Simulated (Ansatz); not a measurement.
# MgHF (built on the sites of a database entry of BaHI): a soft mode frozen in, part 2 of 2

Aim: this structure of MgHF (built on the sites of a database entry of BaHI) is to be tested for unstable modes, and one is followed downhill.

Ansatz 0.2.0; DFT PBEsol, scalar-relativistic, plane waves, PAW.

So far, highest frequency on the path or at a solved wavevector (cm⁻¹): step 2 (the dispersion) 1415. Also lowest frequency on the path (cm⁻¹): step 2 -221.

The structure was built from a prototype and need not be the compound's stable phase.

## 4. The mode frozen in, largest atomic shift 0.32 Å

The atoms are moved along the unstable eigenvector, the largest shift by 0.32 Å, with the cell fixed.

Input file input.yaml:

```yaml
crystal:
  lattice:
    - [-3.2471482844, -3.2471482844, 0.0]
    - [-3.2471482844, 3.2471482844, 0.0]
    - [-3.2471482844, 0.0, -5.0382183931]
  atoms:
    - { symbol: Mg, position: [0.3437008112, 0.8806324597, 0.7756667291] }
    - { symbol: Mg, position: [0.8806324597, 0.3437008112, 0.7756667291] }
    - { symbol: Mg, position: [0.6562991888, 0.6562991888, 0.2243332709] }
    - { symbol: Mg, position: [0.1193675403, 0.1193675403, 0.2243332709] }
    - { symbol: H, position: [0.0, 0.0, 1.0] }
    - { symbol: H, position: [0.5, 0.5, 1.0] }
    - { symbol: H, position: [0.0, 0.5, 1.0] }
    - { symbol: H, position: [0.5, 0.0, 1.0] }
    - { symbol: F, position: [0.0091690491, 0.6077170586, 0.3831138923] }
    - { symbol: F, position: [0.6077170586, 0.0091690491, 0.3831138923] }
    - { symbol: F, position: [0.3922829414, 0.3922829414, 0.6168861077] }
    - { symbol: F, position: [0.9908309509, 0.9908309509, 0.6168861077] }
kpoints:
  mp_grid: { grid: [6, 6, 6] }
hamiltonian:
  xc: pbesol
scf:
  occupations: { method: gaussian, width: 0.02 }
output:
  forces: true
  stress: true
  eigenvalues: true
```

Launch:

```sh
> ansatz run input.yaml --threads 8 --pin off --max-ram 14336MiB --backend cpu --events-out ev --progress --plain --runs-dir out
```

Numbers of over 12 decimals in the logs are rounded to 6 here.

The program printed:

```text
[...]
Crystal: 12 atoms, lattice volume = 106.246 Å³
Basis set: ecut = 420 eV, 2073 PW (Γ), exchange–correlation on 64×64×90 points (8 copies of the dense FFT grid, shifted against one another)
Bands: 48, of which v1, the nominal top of the filled ones, is band 36 counted from 1 (35 counted from 0)
Symmetry: 8 space group operations
[...]
k-points: 30 of 216 (time reversal used)
[...]
k-point 0: bands = [... 32 lower, 2.4523, 4.3528, 4.4139, 7.3321, 10.6222, 10.6222, 10.8868, 11.7931, ... 4 higher]
  k-point 1: bands = [... 32 lower, 2.4504, 4.3077, 4.3703, 7.3300, 9.8634, 10.4476, 10.4476, 12.8506, ... 4 higher]
  k-point 2: bands = [... 32 lower, 2.4472, 4.2069, 4.2808, 7.3278, 8.7657, 10.1385, 10.1385, 14.0578, ... 4 higher]
  k-point 29: bands = [... 32 lower, 3.4417, 3.5494, 3.6139, 3.8005, 11.7153, 12.2665, 12.5705, 14.4238, ... 4 higher]
[key lines of the parts left out:]
SCF converged after 7 iterations
Free energy (F): -10921.560826 eV
Fermi energy:    7.819211 eV
P = ⅓ Tr σ = 2.1068 GPa (21.068 kbar)
```

Wall time 0.6 s (8 threads of AMD EPYC 9R45, shared host); peak memory 0.59 GiB.

This step gave:

* pressure: 2.107 GPa
* gap on the k-mesh: 0.9743 eV
* energy from the undistorted cell: -15.01 meV/atom

The energy, extrapolated to zero smearing, is -15.01 meV/atom against the undistorted cell.

The run ends at a pressure of 2.11 GPa, with forces up to 0.46 eV/Å.

## 5. Energy along the mode, all amplitudes (two of the runs are shown above)

An imaginary frequency means negative curvature, so the energy should fall and then rise again as anharmonic terms take over.

Numbers from this step:

| Property | Result |
| --- | --- |
| depth at the lowest point sampled | 15.01 meV/atom |
| largest atomic shift at that point | 0.32 Å |

Table of energy from the parent by largest atomic shift:

```tsv
largest atomic shift (Å)	energy from the parent (meV/atom)
0.000	0
0.040	-0.541
0.080	-2.11
0.140	-5.96
0.220	-12.1
0.320	-15.0
0.450	10.2
```

Displacement at unit largest shift by atom:

```tsv
atom	x (Å)	y (Å)	z (Å)	size
Mg1	0.00	0.38	0.00	0.38
Mg2	0.00	-0.38	0.00	0.38
Mg3	-0.38	0.00	0.00	0.38
Mg4	0.38	0.00	0.00	0.38
H5	0.00	0.00	0.00	0.00
H6	0.00	0.00	0.00	0.00
H7	0.00	0.00	0.00	0.00
H8	0.00	0.00	0.00	0.00
F9	0.00	1.00	0.00	1.00
F10	0.00	-1.00	0.00	1.00
F11	1.00	0.00	0.00	1.00
F12	-1.00	0.00	0.00	1.00
```

The lowest of the steps tried is at 0.32 Å, 15.0 meV/atom below the parent; the bottom of the well need not coincide with a step.

## 6. Relaxation from the frozen mode

Starting from the lowest point found, all atoms and the cell are let go, so that strain and other modes of the same symmetry can join in.

input.yaml: that of step 4 with these lines changed.

```diff
@@ -23,3 +23,3 @@
 scf:
-  occupations: { method: gaussian, width: 0.02 }
+  occupations: { method: fixed }
 output:
@@ -28 +28,6 @@
   eigenvalues: true
+relax:
+  adjacent_minimum: "off"
+  f_tol: 0.002
+  max_steps: 120
+  cell: { stress_tol: 0.03 }
```

The program printed:

```text
[...]
Crystal: 12 atoms, lattice volume = 106.246 Å³
Basis set: ecut = 420 eV, 2073 PW (Γ), exchange–correlation on 64×64×90 points (8 copies of the dense FFT grid, shifted against one another)
Bands: 48, of which v1, the nominal top of the filled ones, is band 36 counted from 1 (35 counted from 0)
Symmetry: 8 space group operations
[...]
k-points: 30 of 216 (time reversal used)
[...]
SCF iter   1: F=—  HF=-10921.593320 eV  |F-HF|=—  |Δ(HF+E_count)|=         —  Δρ=1.31e-2  dr2=1.03e-1  ethr=1.77e-3  ⟨swp⟩=5.0  Hψ=5242  notcnv=0  defer=277
[...]
SCF iter   7: F=-10921.560826 eV  HF=-10921.560826 eV  |F-HF|=6.82e-10  |Δ(HF+E_count)|=   3.89e-8  Δρ=1.80e-6  dr2=4.44e-9  ethr=1.39e-10  ⟨swp⟩=13.4  Hψ=8914  notcnv=0
SCF 1 converged in 7 iterations: F = -10921.560826 eV  dr2 = 4.44e-9
[...]
relax step   1: F+E_penalty+E_count = -10921.56082553 eV  Δ(F+E_penalty+E_count) = +0.000e0 eV  max|allowed force component| = 4.585e-1 eV/Å  Δτ_max = 0.0000 Å  P = +2.107 GPa  Ω = 106.246 Å³  (7 SCF iters, dr2 threshold 1.00e-7 eV, accepted)
Crystal: 12 atoms, lattice volume = 109.975 Å³
Basis set: ecut = 420 eV, 2113 PW (Γ), exchange–correlation on 64×64×90 points (8 copies of the dense FFT grid, shifted against one another)
[...]
iter 1 solved again at ethr=1.12e-4 eV; its pass at ethr=3.10e-3 eV (dr2=8.04e-2 eV) is discarded
[...]
SCF iter   6: F=-10921.627332 eV  HF=-10921.627332 eV  |F-HF|=7.40e-8  |Δ(HF+E_count)|=   2.44e-6  Δρ=1.86e-5  dr2=2.08e-7  ethr=1.67e-9  ⟨swp⟩=11.1  Hψ=7869  notcnv=0
SCF 2 converged in 6 iterations: F = -10921.627332 eV  dr2 = 2.08e-7
[...]
relax step   2: F+E_penalty+E_count = -10921.62733178 eV  Δ(F+E_penalty+E_count) = -6.651e-2 eV  max|allowed force component| = 2.760e-1 eV/Å  Δτ_max = 0.0379 Å  P = -0.262 GPa  Ω = 109.975 Å³  energy of the carried Pulay correction = -1.273e-2 eV  (6 SCF iters, dr2 threshold 1.20e-6 eV, accepted)
Crystal: 12 atoms, lattice volume = 113.599 Å³
Basis set: ecut = 420 eV, 2177 PW (Γ), exchange–correlation on 64×64×90 points (8 copies of the dense FFT grid, shifted against one another)
[...]
SCF iter   6: F=-10921.697112 eV  HF=-10921.697112 eV  |F-HF|=5.46e-10  |Δ(HF+E_count)|=   2.87e-6  Δρ=1.62e-5  dr2=1.76e-7  ethr=1.67e-9  ⟨swp⟩=11.6  Hψ=7866  notcnv=0
SCF 3 converged in 6 iterations: F = -10921.697112 eV  dr2 = 1.76e-7
relax step   3: F+E_penalty+E_count = -10921.69711225 eV  Δ(F+E_penalty+E_count) = -6.978e-2 eV  max|allowed force component| = 1.967e-1 eV/Å  Δτ_max = 0.0604 Å  P = -1.546 GPa  Ω = 113.599 Å³  energy of the carried Pulay correction = -2.469e-2 eV  (6 SCF iters, dr2 threshold 1.20e-6 eV, accepted)
[... from here on, the SCF cycles and remarks between the steps are left out ...]
relax step   4: F+E_penalty+E_count = -10921.71901790 eV  Δ(F+E_penalty+E_count) = -2.191e-2 eV  max|allowed force component| = 1.079e-1 eV/Å  Δτ_max = 0.0473 Å  P = -0.128 GPa  Ω = 113.578 Å³  energy of the carried Pulay correction = -2.462e-2 eV  (6 SCF iters, dr2 threshold 1.20e-6 eV, accepted)
relax step   5: F+E_penalty+E_count = -10921.72323914 eV  Δ(F+E_penalty+E_count) = -4.221e-3 eV  max|allowed force component| = 1.143e-2 eV/Å  Δτ_max = 0.0130 Å  P = -0.131 GPa  Ω = 113.178 Å³  energy of the carried Pulay correction = -2.332e-2 eV  (5 SCF iters, dr2 threshold 7.28e-7 eV, accepted)
relax step   6: F+E_penalty+E_count = -10921.72372050 eV  Δ(F+E_penalty+E_count) = -4.814e-4 eV  max|allowed force component| = 6.848e-3 eV/Å  Δτ_max = 0.0009 Å  P = -0.029 GPa  Ω = 113.070 Å³  energy of the carried Pulay correction = -2.297e-2 eV  (5 SCF iters, dr2 threshold 6.70e-8 eV, accepted)
relax step   7: F+E_penalty+E_count = -10921.72349741 eV  Δ(F+E_penalty+E_count) = +2.231e-4 eV  max|allowed force component| = 9.987e-3 eV/Å  Δτ_max = 0.0026 Å  P = -0.019 GPa  Ω = 113.128 Å³  energy of the carried Pulay correction = -2.316e-2 eV  (6 SCF iters, dr2 threshold 2.93e-9 eV, rejected (line search))
relax step   8: F+E_penalty+E_count = -10921.72372608 eV  Δ(F+E_penalty+E_count) = -5.577e-6 eV  max|allowed force component| = 1.342e-3 eV/Å  Δτ_max = 0.0011 Å  P = +0.001 GPa  Ω = 113.074 Å³  energy of the carried Pulay correction = -2.298e-2 eV  (7 SCF iters, accepted)
relax step   9: F+E_penalty+E_count = -10921.77066291 eV  Δ(F+E_penalty+E_count) = -4.694e-2 eV  max|allowed force component| = 4.136e-3 eV/Å  Δτ_max = 0.0000 Å  P = +0.680 GPa  Ω = 113.074 Å³  stress off target by 9.54e-1 GPa  SCF on the basis re-selected at this cell (its energy is not comparable with the rows above)  (7 SCF iters)
relax step  10: F+E_penalty+E_count = -10921.77186797 eV  Δ(F+E_penalty+E_count) = -1.205e-3 eV  max|allowed force component| = 2.362e-2 eV/Å  Δτ_max = 0.0142 Å  P = +0.260 GPa  Ω = 114.336 Å³  energy of the carried Pulay correction = -4.453e-3 eV  (5 SCF iters, dr2 threshold 1.20e-6 eV, accepted)
relax step  11: F+E_penalty+E_count = -10921.76919347 eV  Δ(F+E_penalty+E_count) = +2.675e-3 eV  max|allowed force component| = 1.368e-2 eV/Å  Δτ_max = 0.0044 Å  P = -0.200 GPa  Ω = 115.122 Å³  energy of the carried Pulay correction = -7.332e-3 eV  (5 SCF iters, dr2 threshold 2.47e-7 eV, accepted)
relax step  12: F+E_penalty+E_count = -10921.77076973 eV  Δ(F+E_penalty+E_count) = -1.576e-3 eV  max|allowed force component| = 8.628e-3 eV/Å  Δτ_max = 0.0029 Å  P = +0.020 GPa  Ω = 114.757 Å³  energy of the carried Pulay correction = -5.977e-3 eV  (5 SCF iters, dr2 threshold 2.30e-7 eV, accepted)
relax step  13: F+E_penalty+E_count = -10921.77073244 eV  Δ(F+E_penalty+E_count) = +3.729e-5 eV  max|allowed force component| = 3.243e-3 eV/Å  Δτ_max = 0.0011 Å  P = +0.004 GPa  Ω = 114.769 Å³  energy of the carried Pulay correction = -6.027e-3 eV  (4 SCF iters, dr2 threshold 4.65e-9 eV, accepted)
relax step  14: F+E_penalty+E_count = -10921.77070869 eV  Δ(F+E_penalty+E_count) = +2.375e-5 eV  max|allowed force component| = 3.734e-4 eV/Å  Δτ_max = 0.0004 Å  P = +0.000 GPa  Ω = 114.777 Å³  energy of the carried Pulay correction = -6.055e-3 eV  (5 SCF iters, dr2 threshold 6.57e-10 eV, accepted)
relax step  15: F+E_penalty+E_count = -10921.77739740 eV  Δ(F+E_penalty+E_count) = -6.689e-3 eV  max|allowed force component| = 4.270e-4 eV/Å  Δτ_max = 0.0000 Å  P = +0.029 GPa  Ω = 114.777 Å³  stress off target by 6.57e-2 GPa  SCF on the basis re-selected at this cell (its energy is not comparable with the rows above)  (6 SCF iters)
relax step  16: F+E_penalty+E_count = -10921.77713130 eV  Δ(F+E_penalty+E_count) = +2.661e-4 eV  max|allowed force component| = 1.628e-3 eV/Å  Δτ_max = 0.0011 Å  P = +0.009 GPa  Ω = 114.870 Å³  energy of the carried Pulay correction = -3.120e-4 eV  (5 SCF iters, dr2 threshold 1.08e-8 eV, accepted)
[...]
SCF iter   5: F=-10921.777519 eV  HF=-10921.777519 eV  |F-HF|=1.82e-12  |Δ(HF+E_count)|=  2.36e-11  Δρ=7.22e-8  dr2=1.05e-11  ethr=1.00e-12  ⟨swp⟩=13.2  Hψ=8738  notcnv=0
SCF 17 converged in 5 iterations: F = -10921.777519 eV  dr2 = 1.05e-11
relax step  17: F+E_penalty+E_count = -10921.77751869 eV  Δ(F+E_penalty+E_count) = -3.874e-4 eV  max|allowed force component| = 1.639e-3 eV/Å  Δτ_max = 0.0000 Å  P = +0.010 GPa  Ω = 114.870 Å³  stress off target by 1.61e-2 GPa  SCF on the basis re-selected at this cell (its energy is not comparable with the rows above)  (5 SCF iters)
[...]
SCF converged after 5 iterations
Free energy (F): -10921.777519 eV
[...]
Internal energy: -10921.777519 eV  (E = F + TS)
E sigma→0 (E₀):  -10921.777519 eV
Fermi energy:    6.087458 eV
[...]
--- Forces (eV/Å), atoms counted from 1 ---
  atom   1  Mg     0.00000000    -0.00163942     0.00137469
  atom   2  Mg    -0.00000000     0.00163942     0.00137469
  atom   3  Mg     0.00163942     0.00000000    -0.00137469
  atom   4  Mg    -0.00163942    -0.00000000    -0.00137469
  atom   5  H      0.00000000    -0.00000000     0.00000000
  atom   6  H      0.00000000     0.00000000    -0.00000000
  atom   7  H      0.00000000    -0.00000000     0.00000000
  atom   8  H     -0.00000000     0.00000000    -0.00000000
  atom   9  F      0.00000000    -0.00041299    -0.00070112
  atom  10  F      0.00000000     0.00041299    -0.00070112
  atom  11  F     -0.00041299     0.00000000     0.00070112
  atom  12  F      0.00041299     0.00000000     0.00070112
  max |Σ_I F_I| component: 1.25e-18 eV/Å
--- Stress (GPa, compression-positive) ---
        0.016109       0.000000       0.000000
        0.000000       0.016109       0.000000
        0.000000      -0.000000      -0.001087
  P = ⅓ Tr σ = 0.0104 GPa (0.104 kbar)
--- Band table (eV; the first three rows and the last of 30) ---
  k-point 0: bands = [... 32 lower, 1.9146, 3.2369, 3.4199, 6.0875, 9.2860, 9.2860, 10.3619, 11.2716, ... 8 higher]
  k-point 1: bands = [... 32 lower, 1.9162, 3.2273, 3.3756, 6.0813, 9.1203, 9.1203, 9.2627, 12.4159, ... 8 higher]
  k-point 2: bands = [... 32 lower, 1.9203, 3.2054, 3.2858, 6.0707, 8.1098, 8.8246, 8.8246, 12.7939, ... 8 higher]
  k-point 29: bands = [... 32 lower, 2.6254, 2.6670, 2.6913, 2.8905, 11.0351, 11.1569, 11.4688, 13.4808, ... 8 higher]
--- Relaxed structure (14 steps of the walk, 13 accepted, 3 SCFs on fresh bases) ---
  F+E_penalty+E_count = -10921.77751869 eV   max|allowed force component| = 1.639e-3 eV/Å   (the final SCF, on the basis selected at the relaxed cell)
  cell:  # Å, volume = 114.8696 Å³
    - [-3.424182, -3.424182, 0]
    - [-3.424182, 3.424182, 0]
    - [-3.424182, 0, -4.898481]
  atoms:
    - { symbol: Mg, position: [0.337300, 0.888676, 0.774024] }
    - { symbol: Mg, position: [0.888676, 0.337300, 0.774024] }
    - { symbol: Mg, position: [0.662700, 0.662700, 0.225976] }
    - { symbol: Mg, position: [0.111324, 0.111324, 0.225976] }
    - { symbol: H, position: [-5.551115123125783e-17, -5.551115123125783e-17, 1.0] }
    - { symbol: H, position: [0.500000, 0.500000, 1.0] }
    - { symbol: H, position: [0.0, 0.5, 1.0] }
    - { symbol: H, position: [0.5, 0.0, 1.0] }
    - { symbol: F, position: [-0.017910, 0.615219, 0.402691] }
    - { symbol: F, position: [0.615219, -0.017910, 0.402691] }
    - { symbol: F, position: [0.384781, 0.384781, 0.597309] }
    - { symbol: F, position: [1.017910, 1.017910, 0.597309] }
```

Elapsed: 10 s, on 8 threads; peak memory 0.66 GiB; 72 s of CPU time.

Relaxation path:

```tsv
step	energy less that of the first step (eV)	largest force component (eV/Å)	pressure (GPa)	volume (Å³)
1	0.0000	0.4585	2.11	106.25
2	-0.0665	0.2760	-0.26	109.97
3	-0.1363	0.1967	-1.55	113.60
4	-0.1582	0.1079	-0.13	113.58
5	-0.1624	0.0114	-0.13	113.18
6	-0.1629	0.0068	-0.03	113.07
7	-0.1627	0.0100	-0.02	113.13
8	-0.1629	0.0013	0.00	113.07
9*	-0.2098	0.0041	0.68	113.07
10	-0.2110	0.0236	0.26	114.34
11	-0.2084	0.0137	-0.20	115.12
12	-0.2099	0.0086	0.02	114.76
13	-0.2099	0.0032	0.00	114.77
14	-0.2099	0.0004	0.00	114.78
15*	-0.2166	0.0004	0.03	114.78
16	-0.2163	0.0016	0.01	114.87
17*	-0.2167	0.0016	0.01	114.87
```

Relaxation steps marked * repeat the geometry before them on a plane-wave basis chosen anew for their cell, so energy and pressure can jump there. Relaxation step 7 was tried and not accepted.

The run keeps the 8 symmetry operations that it works with, so distortions that break them were not tested.

```tsv
conventional cell, symmetrised	before	after	change
a (Å)	4.592	4.843	+5.5 %
b (Å)	4.592	4.843	+5.5 %
c (Å)	10.076	9.797	-2.8 %
volume (Å³/atom)	8.85	9.57	+8.1 %
```

The atoms that moved most (Å, as changes of fractional coordinates times the final cell):

```tsv
atom	dx	dy	dz	length
F9	0.000	0.118	-0.096	0.152
F11	0.118	0.000	0.096	0.152
F10	0.000	-0.118	-0.096	0.152
F12	-0.118	0.000	0.096	0.152
Mg4	0.049	0.000	-0.008	0.050
Mg3	-0.049	0.000	-0.008	0.050
Mg2	0.000	-0.049	0.008	0.050
Mg1	0.000	0.049	0.008	0.050
```

The relaxed structure:

```xyz
12
Lattice="-3.4242 -3.4242 0.0000 -3.4242 3.4242 0.0000 -3.4242 0.0000 -4.8985" Properties=species:S:1:pos:R:3 pbc="T T T"
Mg   -6.8484    1.8880   -3.7915
Mg   -6.8484   -1.8880   -3.7915
Mg   -5.3122    0.0000   -1.1069
Mg   -1.5362    0.0000   -1.1069
H    -3.4242    0.0000   -4.8985
H    -6.8484    0.0000   -4.8985
H    -5.1363    1.7121   -4.8985
H    -5.1363   -1.7121   -4.8985
F    -3.4242    2.1679   -1.9726
F    -3.4242   -2.1679   -1.9726
F    -4.6804    0.0000   -2.9259
F    -9.0163    0.0000   -2.9259
```

This step gave:

| Quantity | Value |
| --- | --- |
| pressure | 0.01038 GPa |
| gap on the k-mesh | 1.541 eV |
| volume per atom | 9.572 Å³ |

The distorted start has space group I-42m; the relaxation ends in I-42m.

## 7. What came out

| Property | Result |
| --- | --- |
| unstable mode of the parent | q = (-0.5, -0.5, -0.5), 158i cm⁻¹ |
| depth at the lowest point sampled | 15.0 meV/atom |
| largest atomic shift at that point | 0.32 Å |
| space group reached (within 0.01 Å) | I-42m |
| energy gained over the parent (first relaxation, on the mesh of the frozen mode) | 33.1 meV/atom |
| volume per atom, phase reached | 9.57 Å³ |
| gap on the k-mesh, phase reached | 1.54 eV |

Along this mode the structure falls into I-42m, 33.1 meV/atom below the parent. At the parent's cell the well is 15.01 meV/atom deep on the steps tried, with its lowest point at a shift of 0.32 Å. Relaxing atoms and cell changes the gain by +18.06 meV/atom against the lowest step (energies at zero smearing). The modes of the phase reached were not computed on this path. Of the 6 patterns followed to their end from this parent, this one ends 49.7 meV/atom above the lowest, Pbcm. Each path keeps the symmetry of its pattern, so a lower phase may lie along a pattern not tried. The program warns that the interpolation holds no quadrupole term, so branches close to Γ can be off in this crystal. The starting cell was built on a prototype and not taken from a measurement, so the phase need not exist.

[Logs are printed without paths, hosts, clocks, repeated set-up lines and the standing remarks that a program may print on its own settings, such as how far it seeks lower states.]

[Hosts, paths, dates, database ids (printed as entryN), source tags and the programs' standing remarks are cut or masked in the printed files.]
